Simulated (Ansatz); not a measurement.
# Direct or indirect: BP (F-43m)

```
P B
1.0
     0.00000    2.26900    2.26900
     2.26900    0.00000    2.26900
     2.26900    2.26900    0.00000
P B
1 1
Direct
  0.75000 0.75000 0.75000
  0.00000 0.00000 0.00000
```

Method: Ansatz, PBE, independent particles, without spin-orbit coupling, line width 0.1 eV (Gaussian). The band structure gives a fundamental gap of 1.24 eV. The spectrum of vertical transitions near the edge:

```csv
E (eV),"Im ε, E ∥ xyz"
0.78,0.00
0.96,0.00
1.14,0.00
1.32,0.00
1.50,0.00
1.68,0.00
1.86,0.00
2.04,0.00
2.22,0.00
2.40,0.00
2.58,0.00
2.76,0.00
2.94,0.00
3.12,0.00
3.30,0.09
3.48,1.80
3.66,3.37
3.84,4.22
4.02,5.00
4.20,5.77
4.38,6.60
4.56,7.62
```

Q: Is the gap direct or indirect, and about where do vertical transitions set in?

A: Indirect, by the band path, whose least direct gap is 3.40 eV. The curves fit this: they stay near zero above 1.24 eV and rise only from about 3.4 eV, though a forbidden direct transition would look alike. Lines are broadened by 0.1 eV, which spreads the edge, and phonons, which would give weak absorption from the fundamental gap up, are left out.

[Logs are printed without paths, hosts, clocks, repeated set-up lines and the standing remarks that a program may print on its own settings, such as how far it seeks lower states.]
